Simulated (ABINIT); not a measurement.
**Quasiparticle gap of PbSe (Clausthalite) in ABINIT**

Aim: the G0W0 gap of PbSe (Clausthalite) on PBE with spin-orbit coupling, step by step.

Main program and level: ABINIT 10.8.3; PBE and many-body steps on it, plane waves.

Most raw output is cut from this account.

## 1. The starting structure

It takes space group Fm-3m (No. 225, cubic). Conventional cell: a = 6.121 Å, b = 6.121 Å, c = 6.121 Å, α = 90.00°, β = 90.00°, γ = 90.00°. Pb has 6 Se at 3.06 Å nearest. Nearest to Se lie 6 Pb at 3.06 Å. Farther neighbours and most contacts between anions are not listed.

The cell and positions come from the Crystallography Open Database and are kept as given unless a step says otherwise.

## 2. Ground state

This step: ABINIT 10.8.3; DFT, PBE with spin-orbit coupling, plane waves, norm-conserving pseudopotentials.

The ground-state density comes first.

The input, run.abi:

```
acell 3*1.0 Angstrom
rprim 
  -0.000000000000 3.060650000000 3.060650000000
  3.060650000000 0.000000000000 3.060650000000
  3.060650000000 3.060650000000 -0.000000000000
ntypat 2
znucl 82 34
natom 2
typat 1 2
xred 
  0.000000000000 0.000000000000 0.000000000000
  0.500000000000 0.500000000000 0.500000000000
pp_dirpath "pseudos"
pseudos "Pb.upf, Se.upf"
ecut 48
nspinor 2
ngkpt 4 4 4
nshiftk 1
shiftk 0 0 0
kptopt 1
chksymbreak 0
nband 56
occopt 1
tolvrs 1e-10
nstep 60
prtwf 0
optforces 0
optstress 0
indata_prefix "in"
outdata_prefix "out"
tmpdata_prefix "tmp"
```

On the command line:

```console
$ OMP_NUM_THREADS=1 mpirun -n 8 abinit run.abi > log
```

It took 28 s on 8 MPI ranks of AMD EPYC 9R45, shared host; peak memory 1 GiB; 3.7 min of CPU time.

This step gave:

```yaml
total_energy: -14918.7253 eV
gap: 0.1717 eV
k_of_the_valence_top: 0.5, 0, 0
k_of_the_conduction_bottom: 0.5, 0, 0
least_direct_gap: 0.1717 eV
```

The gap is direct, at (0.500, 0.000, 0.000).

## 3. Bands along the symmetry lines

Levels along a band path, at the cheap level, show where the edges lie and whether the meshes to come will hold them.

The input, run.abi:

```
acell 3*1.0 Angstrom
rprim 
  -0.000000000000 3.060650000000 3.060650000000
  3.060650000000 0.000000000000 3.060650000000
  3.060650000000 3.060650000000 -0.000000000000
ntypat 2
znucl 82 34
natom 2
typat 1 2
xred 
  0.000000000000 0.000000000000 0.000000000000
  0.500000000000 0.500000000000 0.500000000000
pp_dirpath "pseudos"
pseudos "Pb.upf, Se.upf"
ecut 48
nspinor 2
iscf -2
irdden 1
kptopt 0
nkpt 26
kpt 
  0.00000000 0.00000000 0.00000000
  0.12500000 0.00000000 0.12500000
  0.25000000 0.00000000 0.25000000
  0.37500000 0.00000000 0.37500000
  0.50000000 0.00000000 0.50000000
  0.53125000 0.06250000 0.53125000
  0.56250000 0.12500000 0.56250000
  0.59375000 0.18750000 0.59375000
  0.62500000 0.25000000 0.62500000
  0.37500000 0.37500000 0.75000000
  0.28125000 0.28125000 0.56250000
  0.18750000 0.18750000 0.37500000
  0.09375000 0.09375000 0.18750000
  0.00000000 0.00000000 0.00000000
  0.12500000 0.12500000 0.12500000
  0.25000000 0.25000000 0.25000000
  0.37500000 0.37500000 0.37500000
  0.50000000 0.50000000 0.50000000
  0.50000000 0.43750000 0.56250000
  0.50000000 0.37500000 0.62500000
  0.50000000 0.31250000 0.68750000
  0.50000000 0.25000000 0.75000000
  0.50000000 0.18750000 0.68750000
  0.50000000 0.12500000 0.62500000
  0.50000000 0.06250000 0.56250000
  0.50000000 0.00000000 0.50000000
istwfk *1
nband 62
nbdbuf 6
tolwfr 1e-08
nstep 40
prtwf 0
prtvol 0
indata_prefix "in"
outdata_prefix "out"
tmpdata_prefix "tmp"
```

Wall time 52 s (8 MPI ranks); peak memory 1 GiB; 7 min of CPU time.

Numbers from this step:

- gap: 0.1720 eV
- k of the valence top: 0.5, 0.5, 0.5
- k of the conduction bottom: 0.5, 0.5, 0.5
- least direct gap: 0.1720 eV

The gap is 0.172 eV, as in the run before at this level.

The electronic bands at the labelled points (eV, zero at the top of the highest filled band):

```
    point  band 43  band 44  band 45  band 46  band 47  band 48  band 49  band 50
        Γ    -1.59    -1.59    -1.59    -1.59     3.25     3.25     5.61     5.61
  halfway    -2.28    -2.28    -1.52    -1.52     2.30     2.30     4.42     4.42
        X    -3.38    -3.38    -2.89    -2.89     3.91     3.91     4.72     4.72
  halfway    -3.19    -3.19    -2.70    -2.70     3.92     3.92     4.58     4.58
        U    -2.73    -2.73    -2.17    -2.17     3.15     3.15     4.28     4.28
jump to K    -2.73    -2.73    -2.17    -2.17     3.15     3.15     4.28     4.28
  halfway    -1.29    -1.29    -0.29    -0.29     0.98     0.98     2.52     2.52
        Γ    -1.59    -1.59    -1.59    -1.59     3.25     3.25     5.61     5.61
  halfway    -1.46    -1.46    -0.88    -0.88     1.64     1.64     3.04     3.04
        L    -1.27    -1.27     0.00     0.00     0.17     0.17     1.57     1.57
  halfway    -2.76    -2.76    -0.70    -0.70     1.35     1.35     3.49     3.49
        W    -4.02    -4.02    -0.68    -0.68     1.86     1.86     5.00     5.00
  halfway    -3.49    -3.49    -2.10    -2.10     3.59     3.59     4.38     4.38
        X    -3.38    -3.38    -2.89    -2.89     3.91     3.91     4.72     4.72
```

## 4. Empty states on the mesh, 4×4×4 mesh, 224 bands

The sums over transitions need many empty states on a uniform mesh; this step solves for them.

The input, run.abi:

```
acell 3*1.0 Angstrom
rprim 
  -0.000000000000 3.060650000000 3.060650000000
  3.060650000000 0.000000000000 3.060650000000
  3.060650000000 3.060650000000 -0.000000000000
ntypat 2
znucl 82 34
natom 2
typat 1 2
xred 
  0.000000000000 0.000000000000 0.000000000000
  0.500000000000 0.500000000000 0.500000000000
pp_dirpath "pseudos"
pseudos "Pb.upf, Se.upf"
ecut 48
nspinor 2
ngkpt 4 4 4
nshiftk 1
shiftk 0 0 0
kptopt 1
chksymbreak 0
iscf -2
irdden 1
istwfk *1
nband 224
nbdbuf 20
tolwfr 1e-09
nstep 60
prtvol 0
indata_prefix "in"
outdata_prefix "out"
tmpdata_prefix "tmp"
```

The job ended after 1.8 min (8 MPI ranks; peak memory 1 GiB; 15 min of CPU time).

This step gave:

```yaml
gap: 0.1717 eV
k_of_the_valence_top: 0.5, 0, 0
k_of_the_conduction_bottom: 0.5, 0, 0
least_direct_gap: 0.1717 eV
k_points_computed: 8
lowest_point_of_the_top_converged_band_above_the_valence_top: 62.5489 eV
```

On this mesh the gap is 0.172 eV.

## 5. Screening, 4×4×4 mesh, 204 bands, screening to 119.7 eV

The RPA dielectric matrix is built and inverted for each q.

This step: RPA screening on PBE with spin-orbit coupling, plane waves, norm-conserving pseudopotentials.

run.abi: that of step 4 with these lines changed.

```diff
@@ -21,10 +21,11 @@
 chksymbreak 0
-iscf -2
-irdden 1
 istwfk *1
-nband 224
-nbdbuf 20
-tolwfr 1e-09
-nstep 60
-prtvol 0
+occopt 1
+irdwfk 1
+optdriver 3
+nband 204
+ecuteps 4.4
+inclvkb 0
+awtr 1
+symchi 1
 indata_prefix "in"
```

Run time: 2.3 min. Hardware: 8 MPI ranks; peak memory 7.6 GiB; 19 min of CPU time.

Numbers from this step:

```
ε∞ with local fields, on this mesh, along the program's q direction : 1367
the same without local fields                                       : 1442
plasma frequency                                                    : 33.26 eV
plane waves in the screening matrix                                 : 169
```

Local fields lower ε∞ by 5 %. The value itself is an artefact of the mesh, where one narrow direct gap carries too much weight.

## 6. Self-energy, 4×4×4 mesh, 204 bands, screening to 119.7 eV

The self-energy is evaluated for the states that the input lists, and the levels follow from it, in one-shot runs by the linearised quasiparticle equation.

This step: G0W0 on PBE with spin-orbit coupling, plane waves, norm-conserving pseudopotentials.

run.abi: that of step 5 with these lines changed.

```diff
@@ -24,8 +24,17 @@
 irdwfk 1
-optdriver 3
+optdriver 4
 nband 204
+gwcalctyp 0
+ecutsigx 48
+symsigma 0
+nkptgw 2
+kptgw 
+  0.5000000000 0.0000000000 0.0000000000
+  0.0000000000 0.0000000000 0.0000000000
+bdgw 
+  43 50
+  43 52
 ecuteps 4.4
-inclvkb 0
-awtr 1
-symchi 1
+irdscr 1
+ppmodel 1
 indata_prefix "in"
```

Wall time 100 s (8 MPI ranks); peak memory 4.7 GiB.

Numbers from this step:

```yaml
g0w0_gap_on_the_points_computed: 0.2080 eV
starting_gap_on_the_mesh: 0.1717 eV
k_of_the_valence_top: 0.5, 0, 0
k_of_the_conduction_bottom: 0.5, 0, 0
z_at_the_valence_top: 0.809
z_at_the_conduction_bottom: 0.795
least_direct_g0w0_gap_on_the_computed_points: 0.2080 eV
```

The gap on the mesh goes from 0.17 eV to 0.21 eV, a correction of +0.04 eV.

Limits: finite bands, cutoff and mesh; bands may be inverted; screening head approximate; coarse k mesh. v1 is the top filled band, c1 the lowest empty one. The levels before and after the correction (eV, zero at the valence-band top of each column):

```
           conduction bottom  valence top
Kohn-Sham               0.17         0.00
     G0W0               0.21         0.00
```

```
                     level  energy (eV)
Kohn-Sham  (0.5 0 0) v4-v3       -1.268
Kohn-Sham  (0.5 0 0) v2-v1        0.000
Kohn-Sham  (0.5 0 0) c1-c2        0.172
Kohn-Sham  (0.5 0 0) c3-c4        1.570
     G0W0  (0.5 0 0) v4-v3       -1.468
     G0W0  (0.5 0 0) v2-v1        0.000
     G0W0  (0.5 0 0) c1-c2        0.208
     G0W0  (0.5 0 0) c3-c4        1.503
```

## 7. Where the time went

Times are wall times on 8 MPI ranks of AMD EPYC 9R45, shared host, good to a factor of about two.

```
                          step     time  share  memory (GiB)
                  ground state     28 s    7 %           1.0
bands along the symmetry lines     52 s   12 %           1.0
      empty states on the mesh  1.8 min   25 %           1.0
                     screening  2.3 min   33 %           7.6
                   self-energy    100 s   23 %           4.7
```

## 8. Outcome

```
PBE gap              : 0.17 eV, direct
G0W0 gap on the mesh : 0.21 eV
GW settings          : 4×4×4 mesh, 204 bands, screening to 119.7 eV, Godby-Needs plasmon pole
known limits         : not at the basis limit; screening runs away on this mesh; bands may be inverted; screening head approximate; coarse k mesh
```

**Reading.** G0W0 moves the gap on the mesh from 0.17 eV to 0.21 eV (+0.04 eV), with Z of 0.81 and 0.80 at the edges. Local fields lower the RPA ε∞ on this mesh from 1442.39 to 1366.78. Only 2 of the mesh's irreducible points were corrected, so a valley elsewhere could overtake. Bands and cutoff are finite, so the gap is not at the basis limit. The miss can reach some tenths of an eV and take either sign; the mesh is an error of its own. In the G0W0 run levels were corrected at 2 k points alone, so a gap called «on the mesh» is the least over those, and an edge elsewhere would be missed. The 4×4×4 mesh is coarse for this cell, which bears on the long-range parts of exchange and screening. On this mesh the RPA ε∞ passes 90, more than nearly any semiconductor shows; a coarse mesh does this where one point with a narrow direct gap carries much weight. The screening is then too strong, and the G0W0 gap should not be taken as the material's. With spin-orbit coupling the starting bands may be inverted, and one-shot GW on such a start is unreliable at the edges. The long-wavelength limit of the screening leaves out the non-local commutator, which shifts ε∞.

[Paths, hosts, dates, memory and timing lines, banners, echoed tables and standing remarks are left out of the program output.]

[Logs are printed without paths, hosts, clocks, repeated set-up lines and the standing remarks that a program may print on its own settings, such as how far it seeks lower states.]

[Runs of the session that timed out or met a known fault of the program may be left out.]

[Hosts, paths, dates, database ids (printed as entryN), source tags and the programs' standing remarks are cut or masked in the printed files.]

[G0W0 gaps are taken among the corrected bands and points alone; a level outside them can change the order at an edge.]

[Where Ansatz stands beside ABINIT at settings called matched, ABINIT's density can come from a denser mesh and the files from another edition; pairs whose starting gaps differed by over 0.03 eV were left out, so agreement reads better than it is.]
